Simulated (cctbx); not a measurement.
# TiMnAg2S4 with cctbx, script by script

Library: cctbx 2025.11. The data are simulated by the first script.

## 1. Simulate the data

run.py:

```python
from cctbx import adptbx, crystal, miller, sgtbx, xray
from cctbx.array_family import flex
from iotbx.shelx import hklf
from scitbx import matrix
import scitbx.random

cs = crystal.symmetry(unit_cell=(5.447, 5.447, 10.831, 90, 90, 90), space_group_symbol='Hall: I -4 2')  # I-42m
atoms = [  # label, site, U (iso, or U11 U22 U33 U12 U13 U23 in A^2), occupancy
    ("Ag1", (0, 0.5, 0.25), 0.0120, 1),
    ("Mn1", (0, 0, 0), 0.0142, 1),
    ("Ti1", (0.5, 0.5, 0), 0.0167, 1),
    ("S1", (0.7538, 0.7538, 0.3647), 0.0176, 1),
]
xs = xray.structure(crystal_symmetry=cs)
for label, site, u, occ in atoms:
    u = adptbx.u_cif_as_u_star(cs.unit_cell(), u) if isinstance(u, tuple) else u
    xs.add_scatterer(xray.scatterer(label, site=site, u=u, occupancy=occ))
xs.set_inelastic_form_factors(0.56087, "sasaki")
xs.show_summary()
p1 = xs.expand_to_p1()
ms = miller.build_set(p1, anomalous_flag=True, d_min=1.1)
flex.set_random_seed(54556)
scitbx.random.set_random_seed(54556)
ms = ms.select(flex.random_double(ms.size()) < 0.8)
i = ms.structure_factors_from_scatterers(p1, algorithm="direct").f_calc().as_intensity_array().data()
i = i * 40000 / flex.max(i)
sig = flex.sqrt(i + flex.pow2(0.06 * i) + 8 ** 2)
noise = scitbx.random.variate(scitbx.random.normal_distribution())(i.size())
data = ms.array(data=i + sig * noise, sigmas=sig).set_observation_type_xray_intensity()
with open("data.hkl", "w") as f:
    data.export_as_shelx_hklf(f)
print("reflections written:", data.size(), " <I/sigma> = %.1f" % flex.mean(data.data() / data.sigmas()))
for h, a, b in list(data.sort("data"))[:12]:
    print("%4d%4d%4d %9.1f %7.1f" % (h + (a, b)))
```

```console
$ python run.py
```

```text
Number of scatterers: 4
At special positions: 4
Unit cell: (5.447, 5.447, 10.831, 90, 90, 90)
Space group: I -4 2 m (No. 121)
reflections written: 791  <I/sigma> = 4.8
  -1   1   2   43840.2  2227.4
   1  -1  -2   42811.0  2268.2
  -2   2   0   41873.0  2408.3
   2  -2   0   41787.5  2408.3
  -2   0   4   40974.9  2356.4
   0  -2  -4   40452.2  2356.4
   1  -1   2   40398.6  2227.4
   0   2  -4   39551.5  2356.4
   2   0  -4   39303.9  2356.4
  -2   0  -4   38601.5  2356.4
   0   2   4   37998.0  2356.4
   1   1  -2   37799.8  2227.4
```

Run time: 0.24 s on 1 thread of Arm Neoverse V2, with other jobs on the host, peak memory 0.07 GiB.

## 2. Refinement (right model)

run.py:

```python
import math
from cctbx import adptbx, crystal, maptbx, sgtbx, xray
from cctbx.array_family import flex
from cctbx.xray import observations
from iotbx.shelx import hklf
from scitbx.lstbx import normal_eqns_solving
from smtbx import absolute_structure, utils
from smtbx.refinement import constraints, least_squares

cs = crystal.symmetry(unit_cell=(5.447, 5.447, 10.831, 90, 90, 90), space_group_symbol='Hall: I -4 2')  # I-42m
atoms = [  # label, site, U (iso, or U11 U22 U33 U12 U13 U23 in A^2), occupancy
    ("Ag1", (0, 0.5, 0.25), 0.0200, 1),
    ("Mn1", (0, 0, 0), 0.0200, 1),
    ("Ti1", (0.5, 0.5, 0), 0.0200, 1),
    ("S1", (0.7541, 0.7541, 0.3656), 0.0200, 1),
]
xs = xray.structure(crystal_symmetry=cs)
for label, site, u, occ in atoms:
    u = adptbx.u_cif_as_u_star(cs.unit_cell(), u) if isinstance(u, tuple) else u
    xs.add_scatterer(xray.scatterer(label, site=site, u=u, occupancy=occ))
xs.set_inelastic_form_factors(0.56087, "sasaki")
raw = hklf.reader(file_name="data.hkl").as_miller_arrays(crystal_symmetry=cs, anomalous=True)[0]
merged = raw.eliminate_sys_absent().merge_equivalents()
fo2 = merged.array().set_observation_type_xray_intensity()
print("Rint %.3f, %d unique reflections to %.2f A" % (merged.r_int(), fo2.size(), fo2.d_min()))
for sc in xs.scatterers():
    sc.flags.set_grad_site(True)
    sc.flags.set_grad_u_aniso(sc.flags.use_u_aniso())
    sc.flags.set_grad_u_iso(sc.flags.use_u_iso())
obs = fo2.as_xray_observations()
extra = {}
rep = constraints.reparametrisation(xs, [], utils.connectivity_table(xs), **extra)
ls = least_squares.crystallographic_ls(obs, rep, weighting_scheme=least_squares.mainstream_shelx_weighting(a=0, b=0))
print("cycle     R1     wR2    GooF  max shift (A)")
for cycle in range(8):
    ls.build_up()
    r1, wr2, goof = ls.r1_factor(cutoff_factor=2)[0], ls.wR2(), ls.goof()
    old = xs.sites_cart()
    normal_eqns_solving.levenberg_marquardt_iterations(ls, n_max_iterations=3, tau=1e-06, step_threshold=1e-7)
    big = flex.max((xs.sites_cart() - old).norms())
    print("%4d %7.4f %7.4f %7.3f %9.5f" % (cycle + 1, r1, wr2, goof, big))
    ls.build_up(objective_only=True)
    if abs(ls.wR2() - wr2) < 5e-5 and big < 5e-4:
        break
ls.build_up()
print("final R1 %.4f wR2 %.4f GooF %.3f  parameters %d  data/parameter %.1f" % (ls.r1_factor(cutoff_factor=2)[0], ls.wR2(), ls.goof(), ls.n_parameters, fo2.size() / ls.n_parameters))
cov = ls.covariance_matrix_and_annotations()
su = dict(zip(cov.annotations, (math.sqrt(max(v, 0)) for v in cov.matrix.matrix_packed_u_diagonal())))
a2 = cs.unit_cell().reciprocal_parameters()[0] ** -2
print("atom        x        y        z      Ueq    occ   su(xyz)  su(Uiso or U11)")
for sc in xs.scatterers():
    s = max(su.get(sc.label + k, 0) for k in (".x", ".y", ".z"))
    npd = "" if sc.is_positive_definite_u(cs.unit_cell()) else "  NPD"
    print("%-5s %8.5f %8.5f %8.5f %8.4f %6.3f %8.5f %7.4f%s" % ((sc.label,) + sc.site + (sc.u_iso_or_equiv(cs.unit_cell()), sc.occupancy, s, su.get(sc.label + ".uiso", su.get(sc.label + ".u11", 0) * a2), npd)))
fo = fo2.f_sq_as_f()
fc = fo.structure_factors_from_scatterers(xs, algorithm="direct").f_calc()
diff = fo.f_obs_minus_f_calc(1 / math.sqrt(ls.scale_factor()), fc).average_bijvoet_mates()
m = diff.fft_map(symmetry_flags=maptbx.use_space_group_symmetry, resolution_factor=0.25).apply_volume_scaling()
print("difference map: max %.2f min %.2f rms %.2f" % (m.statistics().max(), m.statistics().min(), m.statistics().sigma()))
peaks = m.peak_search(parameters=maptbx.peak_search_parameters(min_distance_sym_equiv=0.6, max_clusters=6)).all()
near = xs.closest_distances(peaks.sites(), distance_cutoff=4)
sps = cs.special_position_settings(min_distance_sym_equiv=0.5)
for k, (x, h) in enumerate(zip(peaks.sites(), peaks.heights())):
    ss = sps.site_symmetry(x)
    print("Q%-3d %7.4f %7.4f %7.4f %4d %7.2f  %.2f A from %s" % ((k + 1,) + tuple(t % 1 for t in ss.exact_site()) + (ss.multiplicity(), h, near.smallest_distances[k], xs.scatterers()[near.i_seqs[k]].label)))
```

```console
$ python run.py
```

```text
Rint 0.043, 76 unique reflections to 1.11 A
cycle     R1     wR2    GooF  max shift (A)
   1  0.0352  0.0830   2.131   0.01003
   2  0.0150  0.0352   0.903   0.00000
final R1 0.0150 wR2 0.0352 GooF 0.903  parameters 6  data/parameter 12.7
atom        x        y        z      Ueq    occ   su(xyz)  su(Uiso or U11)
Ag1    0.00000  0.50000  0.25000   0.0123  1.000  0.00000  0.0005
Mn1    0.00000  0.00000  0.00000   0.0151  1.000  0.00000  0.0007
Ti1    0.50000  0.50000  0.00000   0.0162  1.000  0.00000  0.0008
S1     0.75414  0.75414  0.36467   0.0178  1.000  0.00029  0.0008
difference map: max 0.23 min -0.24 rms 0.09
Q1    0.0000  0.0000  0.4514    4    0.23  0.53 A from Ti1
Q2    0.1338  0.1338  0.4914    8    0.23  1.04 A from Ti1
Q3    0.1369  0.1369  0.9871    8    0.22  1.06 A from Mn1
Q4    0.0000  0.5000  0.1936    8    0.20  0.61 A from Ag1
Q5    0.0000  0.0000  0.1940    4    0.16  2.06 A from S1
Q6    0.1304  0.3498  0.2717   16    0.16  1.11 A from Ag1
```

Time: 0.38 s.

## 3. Simulate the data

run.py, as its changes from the last script of this kind:

```diff
@@ -21 +21 @@
-ms = miller.build_set(p1, anomalous_flag=True, d_min=1.1)
+ms = miller.build_set(p1, anomalous_flag=True, d_min=0.84)
```

```console
$ python run.py
```

```text
Number of scatterers: 4
At special positions: 4
Unit cell: (5.447, 5.447, 10.831, 90, 90, 90)
Space group: I -4 2 m (No. 121)
reflections written: 1842  <I/sigma> = 4.2
   2   2   0   42553.7  2408.3
  -2   0  -4   42022.2  2356.4
   2   0  -4   41959.2  2356.4
   2  -2   0   41097.4  2408.3
   0   2   4   40974.0  2356.4
   1  -1  -2   39710.0  2268.2
   0  -2   4   39364.1  2356.4
  -2   0   4   39148.9  2356.4
   1   1  -2   38771.4  2227.4
  -2  -2   0   38677.4  2408.3
   0   2  -4   38563.5  2356.4
  -1   1  -2   37698.3  2268.2
```

Time: 0.24 s.

## 4. Refinement (right model)

run.py, as its changes from the last script of this kind:

```diff
@@ -15 +15 @@
-    ("S1", (0.7541, 0.7541, 0.3656), 0.0200, 1),
+    ("S1", (0.7562, 0.7562, 0.3645), 0.0200, 1),
@@ -21,0 +22 @@
+xs.convert_to_anisotropic()
```

```console
$ python run.py
```

```text
Rint 0.046, 167 unique reflections to 0.85 A
cycle     R1     wR2    GooF  max shift (A)
   1  0.0651  0.1728   4.275   0.01761
   2  0.0127  0.0332   0.822   0.00008
final R1 0.0127 wR2 0.0332 GooF 0.822  parameters 12  data/parameter 13.9
atom        x        y        z      Ueq    occ   su(xyz)  su(Uiso or U11)
Ag1    0.00000  0.50000  0.25000   0.0117  1.000  0.00000  0.0002
Mn1    0.00000  0.00000  0.00000   0.0139  1.000  0.00000  0.0005
Ti1    0.50000  0.50000  0.00000   0.0160  1.000  0.00000  0.0007
S1     0.75395  0.75395  0.36476   0.0173  1.000  0.00024  0.0004
difference map: max 0.42 min -0.42 rms 0.09
Q1    0.0000  0.0000  0.0729    4    0.42  0.79 A from Mn1
Q2    0.0000  0.2271  0.5000    8    0.39  1.24 A from Ti1
Q3    0.0000  0.5000  0.1870    8    0.32  0.68 A from Ag1
Q4    0.0000  0.3175  0.0000    8    0.32  1.73 A from Mn1
Q5    0.0000  0.0000  0.4433    4    0.28  0.61 A from Ti1
Q6    0.0043  0.3152  0.2508   16    0.26  1.01 A from Ag1
```

Time: 0.41 s.

## 5. Simulate the data

run.py, as its changes from the last script of this kind:

```diff
@@ -21 +21 @@
-ms = miller.build_set(p1, anomalous_flag=True, d_min=0.84)
+ms = miller.build_set(p1, anomalous_flag=True, d_min=0.6)
```

```console
$ python run.py
```

```text
Number of scatterers: 4
At special positions: 4
Unit cell: (5.447, 5.447, 10.831, 90, 90, 90)
Space group: I -4 2 m (No. 121)
reflections written: 4957  <I/sigma> = 3.7
   2  -2   0   44320.9  2408.3
  -2  -2   0   42945.4  2408.3
  -2   2   0   42153.6  2408.3
   2   0  -4   41425.1  2356.4
   2   2   0   41396.5  2408.3
   0  -2   4   40983.5  2356.4
  -2   0  -4   40962.9  2356.4
   2   0   4   40556.5  2356.4
   1   1   2   40107.7  2268.2
   1  -1  -2   39859.0  2268.2
   0  -2  -4   39487.9  2356.4
   0   2  -4   39390.4  2356.4
```

Time: 0.25 s.

## 6. Refinement (right model)

run.py, as its changes from the last script of this kind:

```diff
@@ -15 +15 @@
-    ("S1", (0.7562, 0.7562, 0.3645), 0.0200, 1),
+    ("S1", (0.7535, 0.7535, 0.3615), 0.0200, 1),
```

```console
$ python run.py
```

```text
Rint 0.045, 432 unique reflections to 0.60 A
cycle     R1     wR2    GooF  max shift (A)
   1  0.1111  0.2642   6.090   0.03411
   2  0.0145  0.0392   0.904   0.00005
final R1 0.0145 wR2 0.0392 GooF 0.904  parameters 12  data/parameter 36.0
atom        x        y        z      Ueq    occ   su(xyz)  su(Uiso or U11)
Ag1    0.00000  0.50000  0.25000   0.0119  1.000  0.00000  0.0001
Mn1    0.00000  0.00000  0.00000   0.0142  1.000  0.00000  0.0003
Ti1    0.50000  0.50000  0.00000   0.0166  1.000  0.00000  0.0004
S1     0.75386  0.75386  0.36464   0.0175  1.000  0.00017  0.0002
difference map: max 0.75 min -0.43 rms 0.14
Q1    0.2212  0.2212  0.8645    8    0.75  0.25 A from S1
Q2    0.2246  0.2246  0.6231    8    0.60  2.18 A from Ti1
Q3    0.2227  0.2227  0.3216    8    0.51  0.50 A from S1
Q4    0.0000  0.0000  0.5000    2    0.50  0.00 A from Ti1
Q5    0.0000  0.5000  0.0000    4    0.50  2.42 A from S1
Q6    0.0473  0.0473  0.2482    8    0.47  1.98 A from S1
```

Run time: 0.41 s on 1 thread of Arm Neoverse V2 (shared host), peak memory 0.09 GiB.

[Logs are printed without paths, hosts, clocks, repeated set-up lines and the standing remarks that a program may print on its own settings, such as how far it seeks lower states.]
